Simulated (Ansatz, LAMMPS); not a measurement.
# Gap against volume in glassy 29TiO2-71Al2O3 (mol %) (137 atoms)

Density of this cell: 3.12 g/cm³. The cell holds 137 atoms: 9 Ti, 44 Al and 84 O. Its edges and angles: a = 11.799 Å, b = 11.608 Å, c = 11.503 Å, α = 88.0°, β = 89.4°, γ = 89.6°. The starting structure: 137 atoms (9 Ti, 44 Al, 84 O) placed at random at 3.12 g/cm³, melted at 4000 K for 10 ps at fixed volume with the Morse and Coulomb pair potential with partial charges (Pedone, Malavasi, Menziani, Cormack and Segre, J. Phys. Chem. B 110, 11780 (2006)). Quenched from 4000 K to 300 K at 1000 K/ps and fixed volume, held 10 ps at zero pressure.

Calculated with Ansatz 0.2.0: Kohn-Sham DFT, PBE, PAW (set soft_2), plane waves; cutoff 420 eV, Γ point, fixed occupations. The relaxed cell was scaled evenly and the atoms were relaxed at each volume. The gap is that between the highest filled and the lowest empty Kohn-Sham level on the run's k-points.

| volume (Å³/atom) | gap (eV) |
| --- | --- |
| 10.342 | 2.233 |
| 10.802 | 2.604 |
| 11.146 | 2.075 |
| 11.491 | 2.102 |
| 11.836 | ? |
| 12.181 | 1.980 |

Task: Fit a straight line in ln V to the rows given and interpolate to the withheld row.

**Working.**

A volume deformation potential makes the spacing linear in u = ln(V/V0), with V0 = 11.491 Å³ the relaxed volume; v is the spacing.

```
u = ln(V/V0)  v (eV)
   -0.105361  2.2326
  -0.0618745  2.6036
  -0.0304599  2.0749
           0  2.1021
   0.0582690  1.9803
```

With n = 5: mean u = -0.0278852, mean v = 2.19870, Σ(u − ū)² = 0.015364, Σ(u − ū)(v − v̄) = -0.037580. Slope b = -0.037580 / 0.015364 = -2.4459; intercept a = v̄ − b ū = 2.1305.

At the withheld volume u = 0.02956, and v = a + b u.

Prediction at 11.836: 2.058 eV. The run gave 2.081 eV, so the fit is low by 0.023 eV (1.1 % of the value).

The rows follow a line only loosely (correlation 0.64 in size over all rows, under the 0.97 asked here), so the slope of -2.45 eV is a mean trend and no deformation potential. Among the rows given, the largest miss of the fit is at 10.802, by 0.32 eV (52 % of the range of the table).

Limits: The table spans 16 % in volume, wide for a linear law. Semilocal functionals tend to put gaps under measured ones. Only the Γ point is sampled. Atoms move by up to 1.1 Å in these relaxations, so the structure changes along the series. Defect or tail levels can set the spacing of a disordered cell.

[Logs are printed without paths, hosts, clocks, repeated set-up lines and the standing remarks that a program may print on its own settings, such as how far it seeks lower states.]

[Hosts, paths, dates, database ids (printed as entryN), source tags and the programs' standing remarks are cut or masked in the printed files.]
